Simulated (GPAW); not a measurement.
**W2CCl2 MXene monolayer: work function by functional and basis**

How far do functional and basis move the work function of W2CCl2 MXene monolayer?

Method: GPAW, PAW setups; layer in a repeated cell with vacuum, relaxation of atoms and in-plane cell, in the first sound run; inputs show where later runs differ, in GPAW 26.7.0.

## Step 1: The starting structure

The cell holds 5 atoms: 2 Cl, 2 W and 1 C. Cell: a = 3.125 Å, b = 3.125 Å, c = 21.863 Å, α = 90.0°, β = 90.0°, γ = 120.0°. Vacuum lies along c.

## Step 2: Relaxing the atoms

Forces are removed first; all later runs use this geometry.

File run.py:

```python
import json
import numpy as np
from ase import Atoms
from ase.filters import FrechetCellFilter
from ase.optimize import BFGS
from gpaw import GPAW, PW

slab = Atoms(
    ['Cl', 'W', 'C', 'W', 'Cl'],
    positions=[
        [-0.00000, 1.80446, 8.00000],
        [1.56270, 0.90223, 9.69836],
        [0.00000, 0.00000, 10.93156],
        [-0.00000, 1.80446, 12.16477],
        [1.56270, 0.90223, 13.86312]],
    cell=[[3.12541, 0.0, 0.0], [-1.5627, 2.70668, 0.0], [0.0, 0.0, 21.8631]],
    pbc=[True, True, True])

slab.calc = GPAW(mode=PW(600), xc='PBE', kpts={'size': (12, 12, 1), 'gamma': True},
                 occupations={'name': 'fermi-dirac', 'width': 0.05}, nbands='160%',
                 convergence={'density': 1e-05}, maxiter=200,
                 symmetry={'tolerance': 1e-3}, txt='slab.txt')
result = {}
# The in-plane cell is free; stress needs a cell that repeats along all three vectors
path = []
opt = BFGS(FrechetCellFilter(slab, mask=[1, 1, 0, 0, 0, 1]), maxstep=0.2)
opt.attach(lambda: path.append((slab.get_potential_energy(), slab.positions.tolist(), slab.get_forces().tolist())))
result['relaxed'] = bool(opt.run(fmax=0.02, steps=45))
result['path'] = path
result['cell'] = slab.cell.tolist()
print('in-plane lattice', slab.cell.cellpar().round(4)[[0, 1, 5]])
energy = slab.get_potential_energy()
fermi = slab.calc.get_fermi_level()
v = slab.calc.get_electrostatic_potential().mean((0, 1)) - fermi
n = slab.calc.get_pseudo_density().mean((0, 1))
L = slab.cell[2, 2]
z = np.arange(len(v)) * L / len(v)
low, high = slab.positions[:, 2].min(), slab.positions[:, 2].max()
below, above = np.interp([low - 5.8, high + 5.8], z, v)
slopes = [np.interp(x, z, np.gradient(v, z)) for x in (low - 5.8, high + 5.8)]
eps = np.array([[slab.calc.get_eigenvalues(k, s) for k in range(len(slab.calc.get_ibz_k_points()))]
                for s in range(slab.calc.get_number_of_spins())]) - fermi
top, bottom = eps[eps < 0].max(), eps[eps > 0].min()
dipole = slab.get_dipole_moment()[2]
print(f'energy {energy:.4f} eV, Fermi level {fermi:.4f} eV, dipole {dipole:.5f} e A')
print(f'potential 5.8 A off the faces, from the Fermi level: lower {below:.4f} eV, upper {above:.4f} eV')
print(f'slope of the potential there: lower {slopes[0]:.5f}, upper {slopes[1]:.5f} eV/A')
print(f'nearest levels on the mesh: {top:.4f} and {bottom:.4f} eV')
print('magnetic moment', round(slab.get_magnetic_moment(), 3))
result.update(energy=energy, fermi=fermi, dipole=dipole, below=below, above=above, slopes=slopes, edges=[top, bottom],
              z=z.tolist(), v=v.tolist(), n=n.tolist(), positions=slab.positions.tolist(),
              forces=slab.get_forces(apply_constraint=False).tolist(), moments=slab.get_magnetic_moments().tolist())
json.dump(result, open('result.json', 'w'))
```

Command:

```console
$ OMP_NUM_THREADS=1 OPENBLAS_NUM_THREADS=1 python run.py
```

The program printed:

```text
Step          Energy          fmax
BFGS:    0      -35.563499        1.837653
BFGS:    1      -35.727642        1.743349
BFGS:    2      -36.054966        3.207172
BFGS:    3      -36.234312        2.047673
BFGS:    4      -36.376602        0.753637
BFGS:    5      -36.406198        0.731651
BFGS:    6      -36.476000        0.701754
BFGS:    7      -36.620031        0.989340
BFGS:    8      -36.774029        0.974639
BFGS:    9      -36.817365        0.842047
BFGS:   10      -36.912185        1.070665
BFGS:   11      -36.918516        0.369932
BFGS:   12      -36.937507        0.191083
BFGS:   13      -36.939957        0.177082
BFGS:   14      -36.940764        0.045676
BFGS:   15      -36.940800        0.001512
in-plane lattice [  3.3788   3.3788 120.    ]
energy -36.9323 eV, Fermi level 1.2225 eV, dipole 0.00051 e A
potential 5.8 A off the faces, from the Fermi level: lower 4.0334 eV, upper 4.0317 eV
slope of the potential there: lower 0.00034, upper 0.00035 eV/A
nearest levels on the mesh: -0.0411 and 0.0764 eV
magnetic moment 0.0
```

Run time: 29 min. Hardware: 1 thread of Arm Neoverse V1, shared host; peak memory 0.52 GiB.

Numbers from this step:

```yaml
dipole_along_the_normal: 5.10e-4 e·Å
levels_nearest_the_fermi_level_on_the_mesh: -0.04114, 0.07643 eV from the Fermi level
```

The electrostatic potential energy of an electron (without an applied field's), less the Fermi level, planar mean by z:

```csv
z (Å),"electrostatic potential energy of an electron (without an applied field's), less the Fermi level, planar mean (eV)"
0.0,4.03
0.5,4.03
1.0,4.03
1.5,4.03
2.0,4.03
2.5,4.03
3.0,4.03
3.5,4.03
4.0,4.03
4.5,4.03
5.0,4.03
5.5,4.03
6.0,4.01
6.5,3.89
7.0,3.28
7.5,-0.117
8.0,-13.3
8.5,-11.4
9.0,-3.96
9.5,-11.5
10.0,-21.9
10.5,-15.8
11.0,-15.9
11.5,-17.9
12.0,-20.6
12.5,-8.26
13.0,-4.32
13.5,-15.3
14.0,-8.68
14.5,1.41
15.0,3.55
15.5,3.94
16.0,4.01
16.5,4.03
17.0,4.03
17.5,4.03
18.0,4.03
18.5,4.03
19.0,4.03
19.5,4.03
20.0,4.03
20.5,4.03
21.0,4.03
21.5,4.03
```

The pseudo valence density, planar mean oscillates, so the rows of the table below give means over windows of 1.4 Å about each position, cut where the curve ends. Its maxima inside the range that stand out by 2 % of the span (Å: e/Å³): 8.6: 0.501, 10.0: 1.38, 11.9: 1.38, 13.3: 0.501. Its minima: 9.1: 0.316, 11.0: 0.737, 12.8: 0.316.

The pseudo valence density, planar mean by z; means over each step:

```csv
z (Å),"pseudo valence density, planar mean (e/Å³)"
4.90,1.0e-4
6.30,0.0104
7.70,0.315
9.10,0.499
10.50,0.981
11.90,0.943
13.30,0.427
14.70,0.146
16.10,0.00167
17.50,1.9e-5
```

The relaxation lowered the energy of the cell by 1.38 eV (energies extrapolated to zero smearing; the optimiser's log prints free energies). The largest force left on a free atom is 0.0015 eV/Å.

## Step 3: Plane waves, PBE

With the geometry fixed, the planar mean of the potential gives the vacuum level on each side.

This step: GPAW, PAW setups; slab in vacuum (GPAW 26.7.0).

The cell differs from the one that the last finished run ended in (c 21.863 → 21.452 Å).

Changes to run.py since step 2:

```diff
@@ -3,4 +3,2 @@
 from ase import Atoms
-from ase.filters import FrechetCellFilter
-from ase.optimize import BFGS
 from gpaw import GPAW, PW
@@ -10,23 +8,16 @@
     positions=[
-        [-0.00000, 1.80446, 8.00000],
-        [1.56270, 0.90223, 9.69836],
-        [0.00000, 0.00000, 10.93156],
-        [-0.00000, 1.80446, 12.16477],
-        [1.56270, 0.90223, 13.86312]],
-    cell=[[3.12541, 0.0, 0.0], [-1.5627, 2.70668, 0.0], [0.0, 0.0, 21.8631]],
-    pbc=[True, True, True])
+        [-0.00000, 1.95075, 8.00000],
+        [1.68939, 0.97538, 9.80856],
+        [0.00000, 0.00000, 10.72621],
+        [-0.00000, 1.95075, 11.64387],
+        [1.68939, 0.97538, 13.45242]],
+    cell=[[3.37879, -0.0, 0.0], [-1.68939, 2.92612, 0.0], [0.0, 0.0, 21.4524]],
+    pbc=[True, True, False])
 
-slab.calc = GPAW(mode=PW(600), xc='PBE', kpts={'size': (12, 12, 1), 'gamma': True},
+slab.calc = GPAW(mode=PW(500), xc='PBE', kpts={'size': (12, 12, 1), 'gamma': True},
                  occupations={'name': 'fermi-dirac', 'width': 0.05}, nbands='160%',
                  convergence={'density': 1e-05}, maxiter=200,
+                 poissonsolver={'dipolelayer': 'xy'},
                  symmetry={'tolerance': 1e-3}, txt='slab.txt')
 result = {}
-# The in-plane cell is free; stress needs a cell that repeats along all three vectors
-path = []
-opt = BFGS(FrechetCellFilter(slab, mask=[1, 1, 0, 0, 0, 1]), maxstep=0.2)
-opt.attach(lambda: path.append((slab.get_potential_energy(), slab.positions.tolist(), slab.get_forces().tolist())))
-result['relaxed'] = bool(opt.run(fmax=0.02, steps=45))
-result['path'] = path
-result['cell'] = slab.cell.tolist()
-print('in-plane lattice', slab.cell.cellpar().round(4)[[0, 1, 5]])
 energy = slab.get_potential_energy()
```

The program printed:

```text
energy -36.9045 eV, Fermi level 1.3230 eV, dipole 0.00049 e A
potential 5.8 A off the faces, from the Fermi level: lower 4.0365 eV, upper 4.0289 eV
slope of the potential there: lower 0.00001, upper -0.00001 eV/A
nearest levels on the mesh: -0.0412 and 0.0764 eV
magnetic moment 0.0
```

The job ended after 1.8 min (1 thread; peak memory 0.27 GiB).

This step gave:

```yaml
dipole_along_the_normal: 4.91e-4 e·Å
levels_nearest_the_fermi_level_on_the_mesh: -0.04117, 0.07643 eV from the Fermi level
upper_work_function: 4.029 eV
lower_work_function: 4.036 eV
```

The electrostatic potential energy of an electron (without an applied field's), less the Fermi level, planar mean by z:

```csv
z (Å),"electrostatic potential energy of an electron (without an applied field's), less the Fermi level, planar mean (eV)"
0.0,4.03
0.5,4.04
1.0,4.04
1.5,4.04
2.0,4.04
2.5,4.04
3.0,4.04
3.5,4.04
4.0,4.04
4.5,4.04
5.0,4.03
5.5,4.03
6.0,3.98
6.5,3.75
7.0,2.51
7.5,-4.04
8.0,-17.2
8.5,-6.27
9.0,-5.53
9.5,-17.1
10.0,-20.6
10.5,-15.0
11.0,-14.9
11.5,-21.3
12.0,-15.8
12.5,-5.02
13.0,-7.23
13.5,-17.1
14.0,-2.91
14.5,2.72
15.0,3.79
15.5,3.98
16.0,4.02
16.5,4.03
17.0,4.03
17.5,4.03
18.0,4.03
18.5,4.03
19.0,4.03
19.5,4.03
20.0,4.03
20.5,4.03
21.0,4.03
```

The pseudo valence density, planar mean oscillates, so the rows of the table below give means over windows of 1.53 Å about each position, cut where the curve ends. Its maxima inside the range that stand out by 2 % of the span (Å: e/Å³): 8.2: 0.505, 9.8: 1.39, 11.7: 1.39, 13.2: 0.505. Its minima: 9.0: 0.326, 10.7: 0.734, 12.5: 0.326.

Pseudo valence density, planar mean against z; means over each step:

z (Å), pseudo valence density, planar mean (e/Å³) and a bar:
```
     3.82       0.00 
     5.35       0.00 
     6.88       0.13 ####
     8.41       0.42 #############
     9.95       0.96 ##############################
    11.47       0.96 ##############################
    13.00       0.43 #############
    14.53       0.14 ####
    16.06       0.00 
    17.59       0.00
```

The potential is flat to 1.2e-5 eV/Å where it is read, so the vacuum is wide enough.

## Step 4: Self-consistent run: xc = "LDA"

The same geometry under LDA, to see how far the functional moves the levels against the vacuum.

Changes to run.py since step 3:

```diff
@@ -16,3 +16,3 @@
 
-slab.calc = GPAW(mode=PW(500), xc='PBE', kpts={'size': (12, 12, 1), 'gamma': True},
+slab.calc = GPAW(mode=PW(500), xc='LDA', kpts={'size': (12, 12, 1), 'gamma': True},
                  occupations={'name': 'fermi-dirac', 'width': 0.05}, nbands='160%',
```

The program printed:

```text
energy -41.4499 eV, Fermi level 1.0189 eV, dipole 0.00049 e A
potential 5.8 A off the faces, from the Fermi level: lower 4.3273 eV, upper 4.3198 eV
slope of the potential there: lower 0.00001, upper -0.00001 eV/A
nearest levels on the mesh: -0.0333 and 0.0685 eV
magnetic moment 0.0
```

It took 1.8 min on 1 thread; peak memory 0.28 GiB.

Numbers from this step:

```
dipole along the normal                    : 4.92e-4 e·Å
levels nearest the Fermi level on the mesh : -0.03328, 0.06851 eV from the Fermi level
upper work function                        : 4.320 eV
lower work function                        : 4.327 eV
```

Table of electrostatic potential energy of an electron (without an applied field's), less the Fermi level, planar mean by z:

```csv
z (Å),"electrostatic potential energy of an electron (without an applied field's), less the Fermi level, planar mean (eV)"
0.0,4.32
0.5,4.33
1.0,4.33
1.5,4.33
2.0,4.33
2.5,4.33
3.0,4.33
3.5,4.33
4.0,4.33
4.5,4.33
5.0,4.33
5.5,4.32
6.0,4.27
6.5,4.04
7.0,2.78
7.5,-3.80
8.0,-17.0
8.5,-5.96
9.0,-5.13
9.5,-16.7
10.0,-20.2
10.5,-14.7
11.0,-14.5
11.5,-20.9
12.0,-15.4
12.5,-4.63
13.0,-6.92
13.5,-16.9
14.0,-2.67
14.5,2.99
15.0,4.08
15.5,4.27
16.0,4.31
16.5,4.32
17.0,4.32
17.5,4.32
18.0,4.32
18.5,4.32
19.0,4.32
19.5,4.32
20.0,4.32
20.5,4.32
21.0,4.32
```

Pseudo valence density, planar mean against z:

z (Å), pseudo valence density, planar mean (e/Å³) and a bar from the least value:
```
     0.00       0.00 
     0.57       0.00 
     1.15       0.00 
     1.72       0.00 
     2.30       0.00 
     2.87       0.00 
     3.45       0.00 
     4.02       0.00 
     4.60       0.00 
     5.17       0.00 
     5.75       0.00 
     6.32       0.01 
     6.90       0.07 ##
     7.47       0.36 ########
     8.04       0.46 ##########
     8.62       0.39 #########
     9.19       0.43 #########
     9.77       1.38 ##############################
    10.34       0.82 ##################
    10.92       0.75 ################
    11.49       1.32 #############################
    12.07       0.69 ###############
    12.64       0.33 #######
    13.22       0.50 ###########
    13.79       0.46 ##########
    14.37       0.13 ###
    14.94       0.02 
    15.51       0.00 
    16.09       0.00 
    16.66       0.00 
    17.24       0.00 
    17.81       0.00 
    18.39       0.00 
    18.96       0.00 
    19.54       0.00 
    20.11       0.00 
    20.69       0.00 
    21.26       0.00
```

Force by atom:

```csv
atom,x (eV/Å),y (eV/Å),z (eV/Å),size
Cl1,0.000,0.000,0.578,0.578
W2,0.000,0.000,0.545,0.545
C3,0.000,0.000,0.000,0.000
W4,0.000,0.000,-0.545,0.545
Cl5,0.000,0.000,-0.578,0.578
```

The upper face's work function is 4.320 eV, against 4.029 eV in the first plane-wave PBE run at this geometry.

## Step 5: Self-consistent run: xc = "RPBE"

The same geometry under RPBE, to see how far the functional moves the levels against the vacuum.

Changes to run.py since step 4:

```diff
@@ -16,3 +16,3 @@
 
-slab.calc = GPAW(mode=PW(500), xc='LDA', kpts={'size': (12, 12, 1), 'gamma': True},
+slab.calc = GPAW(mode=PW(500), xc='RPBE', kpts={'size': (12, 12, 1), 'gamma': True},
                  occupations={'name': 'fermi-dirac', 'width': 0.05}, nbands='160%',
```

The program printed:

```text
energy -34.7962 eV, Fermi level 1.4256 eV, dipole 0.00049 e A
potential 5.8 A off the faces, from the Fermi level: lower 3.9333 eV, upper 3.9258 eV
slope of the potential there: lower 0.00001, upper -0.00001 eV/A
nearest levels on the mesh: -0.0427 and 0.0788 eV
magnetic moment 0.0
```

Run time: 1.8 min. Hardware: 1 thread; peak memory 0.27 GiB.

Numbers from this step:

| Item | Value |
| --- | --- |
| dipole along the normal | 4.91e-4 e·Å |
| levels nearest the Fermi level on the mesh | -0.04266, 0.07875 eV from the Fermi level |
| upper work function | 3.926 eV |
| lower work function | 3.933 eV |

The electrostatic potential energy of an electron (without an applied field's), less the Fermi level, planar mean oscillates, so the rows of the table below give means over windows of 1 Å about each position, cut where the curve ends. Its maxima inside the range that stand out by 2 % of the span (Å: eV): 8.7: -4.09, 10.4: -14.9, 11.0: -14.9, 12.7: -4.09. Its minima: 8.0: -17.4, 9.9: -22.1, 10.7: -16.2, 11.6: -22.1, 13.4: -17.5.

The electrostatic potential energy of an electron (without an applied field's), less the Fermi level, planar mean by z; means over each step:

```csv
z (Å),"electrostatic potential energy of an electron (without an applied field's), less the Fermi level, planar mean (eV)"
0,3.93
1,3.93
2,3.93
3,3.93
4,3.93
5,3.93
6,3.85
7,1.55
8,-12.0
9,-7.81
10,-18.9
11,-16.6
12,-15.1
13,-9.24
14,-4.88
15,3.54
16,3.91
17,3.93
18,3.93
19,3.93
20,3.93
21,3.93
```

The upper face's work function is 3.926 eV, against 4.029 eV in the first plane-wave PBE run at this geometry.

## Step 6: OptPBE vdW: xc = "optPBE-vdW"

The same geometry under optPBE-vdW, to see how far the functional moves the levels against the vacuum (the van der Waals functionals take revPBE setups).

Changes to run.py since step 5:

```diff
@@ -16,3 +16,3 @@
 
-slab.calc = GPAW(mode=PW(500), xc='RPBE', kpts={'size': (12, 12, 1), 'gamma': True},
+slab.calc = GPAW(mode=PW(500), xc='optPBE-vdW', kpts={'size': (12, 12, 1), 'gamma': True},
                  occupations={'name': 'fermi-dirac', 'width': 0.05}, nbands='160%',
```

The program printed:

```text
energy -83.2516 eV, Fermi level 1.1356 eV, dipole 0.00049 e A
potential 5.8 A off the faces, from the Fermi level: lower 4.2937 eV, upper 4.2862 eV
slope of the potential there: lower 0.00001, upper -0.00001 eV/A
nearest levels on the mesh: -0.0561 and 0.0815 eV
magnetic moment 0.0
```

Run time: 2.1 min. Hardware: 1 thread; peak memory 0.46 GiB.

This step gave:

```yaml
dipole_along_the_normal: 4.90e-4 e·Å
levels_nearest_the_fermi_level_on_the_mesh: -0.05608, 0.08154 eV from the Fermi level
upper_work_function: 4.286 eV
lower_work_function: 4.294 eV
```

The electrostatic potential energy of an electron (without an applied field's), less the Fermi level, planar mean oscillates, so the rows of the table below give means over windows of 1 Å about each position, cut where the curve ends. Its maxima inside the range that stand out by 2 % of the span (Å: eV): 8.7: -3.96, 10.4: -14.8, 11.0: -14.8, 12.7: -3.96. Its minima: 8.0: -17.2, 9.9: -22.0, 10.7: -16.0, 11.6: -22.0, 13.4: -17.3.

The electrostatic potential energy of an electron (without an applied field's), less the Fermi level, planar mean by z; means over each step:

```csv
z (Å),"electrostatic potential energy of an electron (without an applied field's), less the Fermi level, planar mean (eV)"
0,4.29
1,4.29
2,4.29
3,4.29
4,4.29
5,4.29
6,4.20
7,1.83
8,-11.8
9,-7.69
10,-18.7
11,-16.4
12,-14.9
13,-9.07
14,-4.64
15,3.88
16,4.27
17,4.29
18,4.29
19,4.29
20,4.29
21,4.29
```

The upper face's work function is 4.286 eV, against 4.029 eV in the first plane-wave PBE run at this geometry.

## Step 7: Self-consistent run: xc = "vdW-DF2"

The same geometry under vdW-DF2, to see how far the functional moves the levels against the vacuum (the van der Waals functionals take revPBE setups).

Changes to run.py since step 6:

```diff
@@ -16,3 +16,3 @@
 
-slab.calc = GPAW(mode=PW(500), xc='optPBE-vdW', kpts={'size': (12, 12, 1), 'gamma': True},
+slab.calc = GPAW(mode=PW(500), xc='vdW-DF2', kpts={'size': (12, 12, 1), 'gamma': True},
                  occupations={'name': 'fermi-dirac', 'width': 0.05}, nbands='160%',
```

The program printed:

```text
energy -399.9667 eV, Fermi level 1.0504 eV, dipole 0.00049 e A
potential 5.8 A off the faces, from the Fermi level: lower 4.4843 eV, upper 4.4767 eV
slope of the potential there: lower -0.00092, upper 0.00092 eV/A
nearest levels on the mesh: -0.0571 and 0.0891 eV
magnetic moment 0.0
```

Wall time 1.9 min (1 thread); peak memory 0.46 GiB.

This step gave:

```
dipole along the normal                    : 4.91e-4 e·Å
levels nearest the Fermi level on the mesh : -0.05712, 0.08913 eV from the Fermi level
upper work function                        : 4.477 eV
lower work function                        : 4.484 eV
```

The electrostatic potential energy of an electron (without an applied field's), less the Fermi level, planar mean oscillates, so the rows of the table below give means over windows of 1 Å about each position, cut where the curve ends. Its maxima inside the range that stand out by 2 % of the span (Å: eV): 8.7: -4.12, 10.4: -14.9, 11.0: -14.9, 12.7: -4.12. Its minima: 8.0: -17.2, 9.9: -22.2, 10.7: -16.1, 11.6: -22.2, 13.4: -17.2.

Electrostatic potential energy of an electron (without an applied field's), less the Fermi level, planar mean against z; means over each step:

z (Å), electrostatic potential energy of an electron (without an applied field's), less the Fermi level, planar mean (eV) and a bar from the least value:
```
        0        4.5 ##############################
        1        4.5 ##############################
        2        4.5 ##############################
        3        4.5 ##############################
        4        4.5 ##############################
        5        4.5 ##############################
        6        4.4 ##############################
        7        2.0 ###########################
        8      -11.8 #########
        9       -7.9 ##############
       10      -19.0 
       11      -16.6 ###
       12      -15.2 #####
       13       -9.2 #############
       14       -4.5 ##################
       15        4.0 #############################
       16        4.5 ##############################
       17        4.5 ##############################
       18        4.5 ##############################
       19        4.5 ##############################
       20        4.5 ##############################
       21        4.5 ##############################
```

The upper face's work function is 4.477 eV, against 4.029 eV in the first plane-wave PBE run at this geometry.

[end of part 1 of 2]

[Logs are printed without paths, hosts, clocks, repeated set-up lines and the standing remarks that a program may print on its own settings, such as how far it seeks lower states.]

[Hosts, paths, dates, database ids (printed as entryN), source tags and the programs' standing remarks are cut or masked in the printed files.]
